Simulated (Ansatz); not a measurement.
# ZnS (Wurtzite-2H, P6_3mc): modes against biaxial strain in the (0001) plane, that of a and b, part 2 of 2

Wanted: the shifts of the zone-centre modes of ZnS (Wurtzite-2H, P6_3mc) with strain.

Ansatz 0.2.0; DFT LDA, scalar-relativistic, plane waves, PAW; PAW set soft_1.

So far, highest optical mode at the zone centre (no LO-TO term) (cm⁻¹): step 4 (modes at rest) 349; step 6 (strain 4 %) 337.

The database entry behind the starting cell differs from later determinations by our own check (about 0.4 % short), so it need not match the best structure at ambient conditions.

## 7. Relaxation of a member: biaxial strain of -4 % in the (0001) plane, that of a and b

The cell takes a biaxial strain of -4 % in the (0001) plane, that of a and b. The strained lengths are held, while the rest of the cell and the atoms relax.

File input.yaml:

```yaml
crystal:
  lattice:
    - [3.5886315929, 0.0, 0.0]
    - [-1.7943157965, 3.1078461242, 0.0]
    - [0.0, 0.0, 6.2617666743]
  atoms:
    - { symbol: S, position: [0.3333333333, 0.6666666667, 0.3743805585] }
    - { symbol: S, position: [0.6666666667, 0.3333333333, 0.8743805585] }
    - { symbol: Zn, position: [0.3333333333, 0.6666666667, 0.0106194415] }
    - { symbol: Zn, position: [0.6666666667, 0.3333333333, 0.5106194415] }
kpoints:
  mp_grid: { grid: [12, 12, 8] }
hamiltonian:
  xc: lda
  pseudopotentials: { kind: paw, azcp: { folder: soft_1 }, xc_functional: pbe }
scf:
  occupations: { method: fixed }
output:
  forces: true
  stress: true
  eigenvalues: true
relax:
  adjacent_minimum: "off"
  f_tol: 0.001
  max_steps: 60
  cell: { stress_tol: 0.01, fix: [a, b, gamma] }
```

Command:

```
> ansatz run input.yaml --threads 8 --pin off --max-ram 16384MiB --backend cpu --events-out ev --progress --plain --runs-dir out
```

Run time: 12 s. Hardware: 8 threads of Intel Xeon at 2.70GHz, shared host; peak memory 0.61 GiB; 84 s of CPU time.

Step by step:

```
step  energy less that of the first step (eV)  largest force component (eV/Å)  pressure (GPa)  volume (Å³)
   1                                   0.0000                          0.1278            5.92        69.84
   2                                  -0.0027                          0.0868            5.39        70.13
   3                                  -0.0038                          0.0051            5.01        70.32
   4                                  -0.0038                          0.0000            5.03        70.30
  5*                                  -0.0040                          0.0000            5.03        70.30
```

Relaxation steps marked * repeat the geometry before them on a plane-wave basis chosen anew for their cell, so energy and pressure can jump there.

The run keeps the 12 symmetry operations that it works with, so distortions that break them were not tested.

```
conventional cell, symmetrised  before  after  change
                         a (Å)   3.589  3.589  +0.0 %
                         b (Å)   3.589  3.589  +0.0 %
                         c (Å)   6.262  6.304  +0.7 %
              volume (Å³/atom)   17.46  17.58  +0.7 %
```

The atoms that moved most (Å, as changes of fractional coordinates times the final cell):

```
atom     dx     dy      dz  length
  S2  0.000  0.000  -0.011   0.011
 Zn3  0.000  0.000   0.011   0.011
 Zn4  0.000  0.000   0.011   0.011
  S1  0.000  0.000  -0.011   0.011
```

The relaxed structure:

```xyz
4
Lattice="3.5886 0.0000 0.0000 -1.7943 3.1078 0.0000 0.0000 0.0000 6.3036" Properties=species:S:1:pos:R:3 pbc="T T T"
S     0.0000    2.0719    2.3487
S     1.7943    1.0359    5.5005
Zn    0.0000    2.0719    0.0781
Zn    1.7943    1.0359    3.2299
```

Numbers from this step:

- pressure: 5.026 GPa
- gap on the k-mesh: 2.065 eV
- volume per atom: 17.58 Å³

The largest force component left is 0.024 meV/Å.

## 8. Modes of this member: biaxial strain of -4 % in the (0001) plane, that of a and b

The zone-centre modes follow for biaxial strain of -4 % in the (0001) plane, that of a and b, with the response to a field.

input.yaml, the sections that differ from step 7:

```yaml
crystal:
  lattice:
    - [3.5886315929, 0.0, 0.0]
    - [-1.7943157965, 3.1078461242, 0.0]
    - [0.0, 0.0, 6.3035925268]
  atoms:
    - { symbol: S, position: [0.3333333333, 0.6666666667, 0.3726025232] }
    - { symbol: S, position: [0.6666666667, 0.3333333333, 0.8726025232] }
    - { symbol: Zn, position: [0.3333333333, 0.6666666667, 0.0123974768] }
    - { symbol: Zn, position: [0.6666666667, 0.3333333333, 0.5123974768] }
output:
  eigenvalues: true
phonons:
  method: dfpt
  dielectric: true
  rigid_motions: translations
# kpoints, hamiltonian, scf: as in step 7
# relax: removed
```

Elapsed: 97 s, on 8 threads; peak memory 2.4 GiB; 9.9 min of CPU time.

This step gave:

| Item | Value |
| --- | --- |
| sum-rule residual before enforcement | 1.55e-4 eV/Å² |
| miss of the charge sum rule | 6.07e-4 e |
| estimated error of the dielectric tensor | 0.02199 |
| estimated error of the Born charges | 0.01336 e |
| highest optical mode at the zone centre (no LO-TO term) | 365.0 cm⁻¹ |
| lowest optical zone-centre mode | 68.19 cm⁻¹ |
| mean high-frequency dielectric constant | 6.210 |
| largest Born charge (third of the trace) | -1.795 e |
| mean static dielectric constant | 8.292 |
| top of the zone-centre spectrum with the field | 374.1 cm⁻¹ |

Without the LO-TO term. Patterns of degenerate modes are one choice out of their space. The modes at Γ (shares of kinetic energy by element, %):

```
mode  frequency (cm⁻¹)  symmetry  S %  Zn %
   1               0.0  acoustic   33    67
   2               0.0  acoustic   33    67
   3               0.0  acoustic   33    67
   4              68.2        E2   27    73
   5              68.2        E2   27    73
   6             220.0        B1    2    98
   7             316.9        E1   67    33
   8             316.9        E1   67    33
   9             319.7        A1   67    33
  10             321.2        E2   73    27
  11             321.2        E2   73    27
  12             365.0        B1   98     2
```

Transverse modes. Lines of the infrared spectrum (strongest = 100):

```
position (cm⁻¹)  relative intensity
             68                 0.0
            220                 0.0
            317                 100
            320                  64
            321                 0.0
            365                 0.0
```

Without the LO-TO term the lowest optical mode is real, 68.2 cm⁻¹, and the highest lies at 365.0 cm⁻¹.

For the highest optical mode at the zone centre (no LO-TO term), step 4 gave 349 cm⁻¹; this run, with strain -4 %, gives 365 cm⁻¹ (+5 %).

## 9. All members side by side

The members are set side by side, also those not shown above.

Stress is positive in compression; energies are extrapolated to zero smearing, and E0 is that at rest; the axis is the normal of the plane; the edges not held and the atoms are relaxed in each cell. State of the crystal along the series:

```
strain (%)  in-plane stress (GPa)  free strain along c (%)  E - E0 (meV/atom)  gap on mesh (eV)  ε∞ along the axis  ε∞ across the axis, mean  ε0 along the axis  ε0 across the axis, mean  largest Born charge in size, a third of the trace (e)  top mode with the field, highest of q along x, y and z (cm⁻¹)
        -4                  7.538                    2.617               33.6             2.065              6.558                     6.037              8.978                      7.95                                                  1.795                                                          374.1
        -3                  5.533                    1.936              18.66             2.132              6.441                     6.029              8.945                     8.031                                                  1.811                                                          366.6
        -2                  3.604                    1.274              8.177             2.172              6.342                      6.03              8.934                     8.143                                                  1.828                                                          359.8
        -1                  1.757                   0.6276              2.014             2.189              6.259                     6.041              8.937                     8.284                                                  1.847                                                          353.6
         0              -0.003781                        0                  0             2.186              6.192                     6.059              8.957                     8.458                                                  1.868                                                          348.9
         1                 -1.667                  -0.6137              1.961             2.167              6.139                     6.085              8.991                     8.667                                                  1.891                                                          345.5
         2                 -3.231                   -1.212              7.695             2.085                6.1                     6.117              9.035                     8.914                                                  1.914                                                          342.3
         3                 -4.688                   -1.798              16.99             1.984              6.075                     6.155              9.089                     9.203                                                  1.939                                                          339.5
         4                 -6.035                   -2.372              29.62             1.886              6.063                     6.199              9.154                     9.539                                                  1.966                                                          336.9
```

Without the LO-TO term; optical modes are counted from below at rest and tracked from member to member by their patterns, and modes that stay within 0.3 cm⁻¹ of each other stand once; labels, where given, are those at rest; the edges not held and the atoms are relaxed in each cell. Optical modes along the series:

```
strain (%)  optical mode 1 E2 (cm⁻¹)  optical mode 2 B1 (cm⁻¹)  optical mode 3 A1 (cm⁻¹)  optical mode 4 E1 (cm⁻¹)  optical mode 5 E2 (cm⁻¹)  optical mode 6 B1 (cm⁻¹)
        -4                     68.19                       220                     319.7                     316.9                     321.2                       365
        -3                     68.97                     214.6                     311.1                     312.2                     316.8                     360.6
        -2                     69.62                     209.4                     303.1                     306.7                     311.7                     356.4
        -1                     70.15                     204.5                     295.9                     300.5                     305.8                     352.5
         0                     70.57                     199.8                     289.4                     293.5                     299.1                     348.9
         1                     70.89                     195.4                     283.6                     285.8                     291.8                     345.5
         2                     71.11                     191.3                     278.5                     277.5                     283.9                     342.3
         3                     71.23                     187.5                     274.2                     268.6                     275.6                     339.5
         4                     71.26                     183.9                     270.5                     259.3                     266.8                     336.9
```

Value and slope at zero strain of a cubic (a lower polynomial where under five rows exist) through the rows within 2 % of rest. Slopes at rest:

```
             mode  frequency (cm⁻¹)  shift per percent of strain (cm⁻¹)  shift per GPa of compressive stress (cm⁻¹)
optical mode 1 E2              70.6                                0.37                                       -0.22
optical mode 2 B1             199.8                               -4.51                                        2.63
optical mode 3 A1             289.4                               -6.16                                         3.6
optical mode 4 E1             293.5                               -7.36                                        4.29
optical mode 5 E2             299.1                               -6.97                                        4.07
optical mode 6 B1             348.9                               -3.53                                        2.06
```

## 10. Results

| Quantity | Value |
| --- | --- |
| members | 9 |
| highest optical mode at the zone centre (no LO-TO term), at rest | 348.9 cm⁻¹ |
| biaxial modulus in the (0001) plane, that of a and b | 171 GPa |
| optical mode 3 A1, shift per percent | -6.16 cm⁻¹ |
| optical mode 4 E1, shift per percent | -7.36 cm⁻¹ |
| optical mode 5 E2, shift per percent | -6.97 cm⁻¹ |
| optical mode 6 B1, shift per percent | -3.53 cm⁻¹ |

In words: The stress changes by 1.71 GPa for each percent, a biaxial modulus of 171 GPa in the (0001) plane, that of a and b. For each percent the free edge responds with -0.62 %. The fastest shift in the table of slopes is -7.4 cm⁻¹ for each percent (optical mode 4 E1), or 4.3 cm⁻¹ for each GPa of compressive stress. For small strain, the measured shift of a line that Raman or infrared light can see, divided by its slope, estimates the stress, if the state of stress is of this kind. For infrared-active modes these slopes hold for the transverse lines; longitudinal ones carry the field and shift otherwise. These are harmonic frequencies at zero temperature: anharmonic shifts, linewidths and thermal expansion are left out. The PAW files were made for PBE; the program adapts parts of them to the functional of the run, but their partial waves stay those of PBE, an approximation that was not tested in this session. Only the zone centre was solved, so an instability at another wavevector cannot show here.

[Logs are printed without paths, hosts, clocks, repeated set-up lines and the standing remarks that a program may print on its own settings, such as how far it seeks lower states.]

[Hosts, paths, dates, database ids (printed as entryN), source tags and the programs' standing remarks are cut or masked in the printed files.]
